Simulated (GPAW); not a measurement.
# ZnCu: optical spectrum from first principles

Aim: the dielectric function of ZnCu, and the optical constants that follow from it.

Calculated with GPAW 26.7.0; DFT, PBE, plane-wave PAW (GPAW data sets), scalar-relativistic, RPA, optical limit.

## (1) Set-up

The structure is cubic, space group Pm-3m (No. 221). The conventional cell has a = 2.945 Å, b = 2.945 Å, c = 2.945 Å, α = 90.00°, β = 90.00°, γ = 90.00°. Zn has 8 Cu at 2.55 Å nearest. Cu has 8 Zn at 2.55 Å nearest. Farther neighbours are not listed.

Structure file:

```
Zn Cu
1.0
     2.94500    0.00000    0.00000
     0.00000    2.94500    0.00000
     0.00000    0.00000    2.94500
Zn Cu
1 1
Direct
  0.50000 0.50000 0.50000
  0.00000 0.00000 0.00000
```

## (2) Ground state

The self-consistent density comes first; it also tells whether there is a gap, which decides the occupations and the need for a Drude term.

This step: DFT, PBE, plane-wave PAW (GPAW data sets), scalar-relativistic, ground state (GPAW 26.7.0).

gs.py

```python
from ase import Atoms
from ase.dft.bandgap import bandgap
from gpaw import GPAW, PW, FermiDirac

atoms = Atoms(['Zn', 'Cu'],
              cell=[[2.945000000000, 0.000000000000, 0.000000000000],
                    [0.000000000000, 2.945000000000, 0.000000000000],
                    [0.000000000000, 0.000000000000, 2.945000000000]],
              scaled_positions=[[0.500000000000, 0.500000000000, 0.500000000000],
                                [0.000000000000, 0.000000000000, 0.000000000000]],
              pbc=[True, True, True])
atoms.calc = GPAW(mode=PW(500), xc='PBE', kpts={'size': (8, 8, 8), 'gamma': True},
                  occupations=FermiDirac(0.05), maxiter=150, txt='gs.txt')
print('energy (eV)', atoms.get_potential_energy())
print('Fermi level (eV)', atoms.calc.get_fermi_level())
print('valence electrons', atoms.calc.get_number_of_electrons())
print('gap (eV)', bandgap(atoms.calc, output=None)[0])
print('direct gap (eV)', bandgap(atoms.calc, direct=True, output=None)[0])
atoms.calc.write('gs.gpw')
```

Run with:

```
OMP_NUM_THREADS=1 python gs.py
```

Numbers of over 12 decimals in the logs are rounded to 6 here.

Output:

```text
__  _  _
 | _ |_)|_||  |
 |__||  | ||/\| - 26.7.0

Versions:
  Python: 3.12.14
  ASE:    3.29.0
  Numpy:  2.5.5
  Scipy:  1.18.1
  Libxc:  7.0.0

Input parameters:
  mode=PW(ecut=500.0),
  kpts=MonkhorstPack(size=(8, 8, 8), gamma=True),
  maxiter=150,
  occupations=Occupations(name='fermi-dirac', width=0.05, fixmagmom=False),
  xc=XC(name='PBE')

Diagonalizing LCAO Hamiltonian
Converting LCAO to pw mode
   .------.
  /|      |
 * |      |
 | | Zn   |
 | .------.
 |/      /
 Cu-----*

Atoms  # Å, Bohr magnetons
|   | symbol |        x |        y |        z |    initial magnetic moments |
| 0 |     Zn | 1.472500 | 1.472500 | 1.472500 | ( 0.0000,  0.0000,  0.0000) |
| 1 |     Cu | 0.000000 | 0.000000 | 0.000000 | ( 0.0000,  0.0000,  0.0000) |

Unit cell  # Å
| periodic |        x |        y |        z |  lengths |    angles |
|      yes | 2.945000 | 0.000000 | 0.000000 | 2.945000 | 90.000000 |
|      yes | 0.000000 | 2.945000 | 0.000000 | 2.945000 | 90.000000 |
|      yes | 0.000000 | 0.000000 | 2.945000 | 2.945000 | 90.000000 |

Number of symmetries: 48
Symmetry operations  # r_c * U_cc + t_c -> r_c
|    | kind |            matrix            |
|  0 |  E   |  1, 0, 0,  0, 1, 0,  0, 0, 1 |
|  1 |  σ   |  1, 0, 0,  0, 1, 0,  0, 0,-1 |
|  2 |  σ   |  1, 0, 0,  0, 0, 1,  0, 1, 0 |
|  3 |  C4  |  1, 0, 0,  0, 0, 1,  0,-1, 0 |
|  4 |  C4  |  1, 0, 0,  0, 0,-1,  0, 1, 0 |
|  5 |  σ   |  1, 0, 0,  0, 0,-1,  0,-1, 0 |
|  6 |  σ   |  1, 0, 0,  0,-1, 0,  0, 0, 1 |
|  7 |  C2  |  1, 0, 0,  0,-1, 0,  0, 0,-1 |
|  8 |  σ   |  0, 1, 0,  1, 0, 0,  0, 0, 1 |
|  9 |  C2  |  0, 1, 0,  1, 0, 0,  0, 0,-1 |
| 10 |  C3  |  0, 1, 0,  0, 0, 1,  1, 0, 0 |
| 11 |  S6  |  0, 1, 0,  0, 0, 1, -1, 0, 0 |
| 12 |  S6  |  0, 1, 0,  0, 0,-1,  1, 0, 0 |
| 13 |  C3  |  0, 1, 0,  0, 0,-1, -1, 0, 0 |
| 14 |  C4  |  0, 1, 0, -1, 0, 0,  0, 0, 1 |
| 15 |  S4  |  0, 1, 0, -1, 0, 0,  0, 0,-1 |
| 16 |  C3  |  0, 0, 1,  1, 0, 0,  0, 1, 0 |
| 17 |  S6  |  0, 0, 1,  1, 0, 0,  0,-1, 0 |
| 18 |  σ   |  0, 0, 1,  0, 1, 0,  1, 0, 0 |
| 19 |  C4  |  0, 0, 1,  0, 1, 0, -1, 0, 0 |
| 20 |  C2  |  0, 0, 1,  0,-1, 0,  1, 0, 0 |
| 21 |  S4  |  0, 0, 1,  0,-1, 0, -1, 0, 0 |
| 22 |  S6  |  0, 0, 1, -1, 0, 0,  0, 1, 0 |
| 23 |  C3  |  0, 0, 1, -1, 0, 0,  0,-1, 0 |
| 24 |  S6  |  0, 0,-1,  1, 0, 0,  0, 1, 0 |
| 25 |  C3  |  0, 0,-1,  1, 0, 0,  0,-1, 0 |
| 26 |  C4  |  0, 0,-1,  0, 1, 0,  1, 0, 0 |
| 27 |  σ   |  0, 0,-1,  0, 1, 0, -1, 0, 0 |
| 28 |  S4  |  0, 0,-1,  0,-1, 0,  1, 0, 0 |
| 29 |  C2  |  0, 0,-1,  0,-1, 0, -1, 0, 0 |
| 30 |  C3  |  0, 0,-1, -1, 0, 0,  0, 1, 0 |
| 31 |  S6  |  0, 0,-1, -1, 0, 0,  0,-1, 0 |
| 32 |  C4  |  0,-1, 0,  1, 0, 0,  0, 0, 1 |
| 33 |  S4  |  0,-1, 0,  1, 0, 0,  0, 0,-1 |
| 34 |  S6  |  0,-1, 0,  0, 0, 1,  1, 0, 0 |
| 35 |  C3  |  0,-1, 0,  0, 0, 1, -1, 0, 0 |
| 36 |  C3  |  0,-1, 0,  0, 0,-1,  1, 0, 0 |
| 37 |  S6  |  0,-1, 0,  0, 0,-1, -1, 0, 0 |
| 38 |  σ   |  0,-1, 0, -1, 0, 0,  0, 0, 1 |
| 39 |  C2  |  0,-1, 0, -1, 0, 0,  0, 0,-1 |
| 40 |  σ   | -1, 0, 0,  0, 1, 0,  0, 0, 1 |
| 41 |  C2  | -1, 0, 0,  0, 1, 0,  0, 0,-1 |
| 42 |  C2  | -1, 0, 0,  0, 0, 1,  0, 1, 0 |
| 43 |  S4  | -1, 0, 0,  0, 0, 1,  0,-1, 0 |
| 44 |  S4  | -1, 0, 0,  0, 0,-1,  0, 1, 0 |
| 45 |  C2  | -1, 0, 0,  0, 0,-1,  0,-1, 0 |
| 46 |  C2  | -1, 0, 0,  0,-1, 0,  0, 0, 1 |
| 47 |  i   | -1, 0, 0,  0,-1, 0,  0, 0,-1 |

BZ-sampling:
  Number of BZ points: 512
  Number of IBZ points: 35

  Monkhorst-Pack size: [8, 8, 8]
  Monkhorst-Pack shift: [0.0625, 0.0625, 0.0625]

K-points  # in reciprocal-cell coordinates
|     |                                coordinates |     weight |
|   0 | (  0.00000000,   0.00000000,   0.00000000) | 0.00195312 |
|   1 | (  0.12500000,   0.00000000,   0.00000000) | 0.01171875 |
|   2 | (  0.12500000,   0.12500000,   0.00000000) | 0.02343750 |
|   3 | (  0.12500000,   0.12500000,   0.12500000) | 0.01562500 |
|   4 | (  0.25000000,   0.00000000,   0.00000000) | 0.01171875 |
|   5 | (  0.25000000,   0.12500000,   0.00000000) | 0.04687500 |
|   6 | (  0.25000000,   0.12500000,   0.12500000) | 0.04687500 |
|   7 | (  0.25000000,   0.25000000,   0.00000000) | 0.02343750 |
|   8 | (  0.25000000,   0.25000000,   0.12500000) | 0.04687500 |
|   9 | (  0.25000000,   0.25000000,   0.25000000) | 0.01562500 |
| ... |                                            |            |
|  34 | (  0.50000000,   0.50000000,   0.50000000) | 0.00195312 |

Plane wave coefficients: 672
Cutoff: 500.0 eV

Spin-components: 1 (collinear spins)
Bands:           18
Projectors:      12
Spin-degeneracy: 2
Datatype:        complex128

Parallelization:
  kpt:    1
  domain: 1
  band:   1

Density:
  Valence electrons: 23.0
  Components: 1
  Grid points: [16 16 16]
  Charge: 0.0  # |e|

Potential:
  Grid points: [16 16 16]

species:
  Zn:
    name:    Zinc
    id:
    Z:       30.0
    valence: 12
    core:    18
    charge:  0.0  # [|e|]
    compensation charges:
      type: gauss
      rc: 0.37  # [Å]
      lmax: 2
    cutoffs:
      filter: 2.14  # [Å]
      core: 2.28  # [Å]
    projectors
    | kind |    occ | energy [eV] | rcut [Å] |
    |   4s |  2.000 |      -5.977 |    1.286 |
    |   4p |  0.000 |      -1.117 |    1.270 |
    |   3d | 10.000 |     -10.142 |    1.180 |
    |    s |        |      21.234 |    1.286 |
    |    p |        |      26.095 |    1.270 |
    |    d |        |      17.070 |    1.180 |

    Using partial waves for Zn as LCAO basis

  Cu:
    name:    Copper
    id:
    Z:       29.0
    valence: 11
    core:    18
    charge:  0.0  # [|e|]
    compensation charges:
      type: gauss
      rc: 0.33  # [Å]
      lmax: 2
    cutoffs:
      filter: 2.06  # [Å]
      core: 2.43  # [Å]
    projectors
    | kind |    occ | energy [eV] | rcut [Å] |
    |   4s |  1.000 |      -4.609 |    1.164 |
    |   4p |  0.000 |      -0.698 |    1.164 |
    |   3d | 10.000 |      -5.039 |    1.058 |
    |    s |        |      22.603 |    1.164 |
    |    p |        |      26.513 |    1.164 |
    |    d |        |      22.172 |    1.058 |

    Using partial waves for Cu as LCAO basis

Reference energy: -93882.778494  # eV

eigensolver:
  PPCG
  Converge bands: occupied
  niter=2

density mixing:
  MSR1-Mixer
  Pratt-step length: 0.05
  Maximum mixing coefficient: 0.75
  Old densities: 10
  SVD Regularization: 0.005
  Good broyden scale: 1.0
  Trust region scale: 1.0
  Backstep threshold: 4.0
  History deletion threshold: 6.0
  Fourier metric: weight=20.0, sigma=0.015

occupation numbers:
  Fermi-Dirac:
    width: 0.0500  # eV

poisson solver:
  ecut: 4000.0  # eV

xc functional:
  name: PBE with 2 nearest neighbor stencil

convergence criteria:
- Maximum [total energy] change in last 3 cyles: 0.0005 eV / valence electron
- Maximum integral of absolute [dens]ity change: 0.0001 electrons / valence electron
- Maximum integral of absolute [eigenst]ate change: 4e-08 eV^2 / valence electron
maximum number of iterations: 150

SCF iterations
|iter     |      energy | eigst |  dens |
|iter:   1||   -6.157453 | +0.32 |       |
|iter:   2||   -5.642625 | -2.13 | -1.06 |
|iter:   3||   -5.087235 | -1.62 | -1.17 |
|iter:   4||   -5.058245 | -2.55 | -1.61 |
|iter:   5||   -5.052316 | -3.39 | -1.86 |
|iter:   6||   -5.052175c| -3.63 | -2.28 |
|iter:   7||   -5.052198c| -5.62 | -3.44 |
|iter:   8||   -5.052223c| -5.65 | -3.75 |
|iter:   9||   -5.052225c| -7.10 | -4.40c|
|iter:  10||   -5.052224c| -7.52c| -4.58c|

Converged in 10 steps
SCF loop duration: 5.445 s (0.544 s/step)
Energy contributions relative to reference atoms: (reference = -93882.778494)

Energy contributions:
  Kinetic:         -12.427048
  Coulomb:          11.764105
  Zero:              0.038482
  External:          0.000000
  Xc:               -4.425382
  Entropy:          -0.004762
  Spinorbit:         0.000000
  ----------------------------
  Free energy:      -5.054605
  Extrapolated:     -5.052224

dipole moment: (-6.408468, -6.408468, -6.408468)  # |e|*Ang

Fermi level: 7.640
Eigenvalues  # (at kpt = [0.000, 0.000, 0.000])
| band index |      eig [eV] | occ [0-2] |
|          0 |        -2.471 |     2.000 |
|        ... |               |           |
|          3 |         0.758 |     2.000 |
|          4 |         0.758 |     2.000 |
|          5 |         0.758 |     2.000 |
|          6 |         4.310 |     2.000 |
|          7 |         4.310 |     2.000 |
|          8 |         5.163 |     2.000 |
|          9 |         5.163 |     2.000 |
|         10 |         5.163 |     2.000 |
|         11 |        14.090 |     0.000 |
|         12 |        14.090 |     0.000 |
|         13 |        14.090 |     0.000 |
|         14 |        19.101 |     0.000 |
|         15 |        19.101 |     0.000 |
|         16 |        20.158 |     0.000 |
|         17 |        32.468 |     0.000 |

No gap
No difference between direct/indirect transitions

--- standard output ---
energy (eV) -5.052224
Fermi level (eV) 7.640214
valence electrons 23.0
gap (eV) 0.0
direct gap (eV) 0.0
```

Elapsed: 7.2 s, on 1 thread of Arm Neoverse V2, shared host; peak memory 0.13 GiB.

Numbers from this step:

* energy: -5.052 eV
* Fermi energy: 7.640 eV
* electrons: 23

There are states at the Fermi level within the smearing, so the occupations stay smeared and the carriers get a Drude term.

## (3) Bands for the response

The response needs many more empty bands than the density does.

This step: DFT, PBE, plane-wave PAW (GPAW data sets), scalar-relativistic, bands at fixed density (GPAW 26.7.0).

nscf.py

```python
from ase.dft.bandgap import bandgap
from gpaw import GPAW, FermiDirac

calc = GPAW('gs.gpw').fixed_density(kpts={'size': (15, 15, 15), 'gamma': True}, nbands=40, convergence={'bands': 34},
                                    occupations=FermiDirac(0.05), txt='nscf.txt')
print('gap (eV)', bandgap(calc, output=None)[0])
print('direct gap (eV)', bandgap(calc, direct=True, output=None)[0])
print('top band over the Fermi level (eV)', min(calc.get_eigenvalues(kpt=k)[33] for k in range(len(calc.get_ibz_k_points()))) - calc.get_fermi_level())
calc.write('full.gpw', mode='all')
```

Run with:

```
OMP_NUM_THREADS=1 python nscf.py
```

Output:

```text
Diagonalizing LCAO Hamiltonian
Converting LCAO to pw mode
convergence criteria:
- Maximum integral of absolute [eigenst]ate change: 4e-08 eV^2 / valence electron
maximum number of iterations: 150

SCF iterations
|iter     |      energy | eigst |  dens |
|iter:   1||             | +3.45 |       |
|iter:   2||             | +2.27 |       |
|iter:   3||             | +1.52 |       |
|iter:   4||             | +0.84 |       |
|iter:   5||             | +0.39 |       |
|iter:   6||             | -0.10 |       |
|iter:   7||             | -0.51 |       |
|iter:   8||             | -0.96 |       |
|iter:   9||             | -1.37 |       |
|iter:  10||             | -1.83 |       |
|iter:  11||             | -2.25 |       |
|iter:  12||             | -2.74 |       |
|iter:  13||             | -3.18 |       |
|iter:  14||             | -3.69 |       |
|iter:  15||             | -4.14 |       |
|iter:  16||             | -4.63 |       |
|iter:  17||             | -5.08 |       |
|iter:  18||             | -5.56 |       |
|iter:  19||             | -6.00 |       |
|iter:  20||             | -6.43 |       |
|iter:  21||             | -6.84 |       |
|iter:  22||             | -7.22 |       |
|iter:  23||             | -7.54c|       |
SCF steps: 23
  __  _  _
 | _ |_)|_||  |
 |__||  | ||/\| - 26.7.0

Versions:
  Python: 3.12.14
  ASE:    3.29.0
  Numpy:  2.5.5
  Scipy:  1.18.1
  Libxc:  7.0.0

Input parameters:
  mode=PW(ecut=500.0),
  convergence={'bands': 34},
  gpts=array([16, 16, 16]),
  kpts=MonkhorstPack(size=(15, 15, 15), gamma=True),
  maxiter=150,
  nbands=40,
  occupations=Occupations(name='fermi-dirac', width=0.05, fixmagmom=False),
  parallel={},
  xc=XC(name='PBE')

--- standard output ---
gap (eV) 0.0
direct gap (eV) 0.0
top band over the Fermi level (eV) 39.388370
```

Run time: 80 s. Hardware: 1 thread; peak memory 0.2 GiB.

(Continued in part 2 of 2.)

[Machine, clock and banner lines and Python warnings are left out of the logs.]

[Logs are printed without paths, hosts, clocks, repeated set-up lines and the standing remarks that a program may print on its own settings, such as how far it seeks lower states.]

[Hosts, paths, dates, database ids (printed as entryN), source tags and the programs' standing remarks are cut or masked in the printed files.]
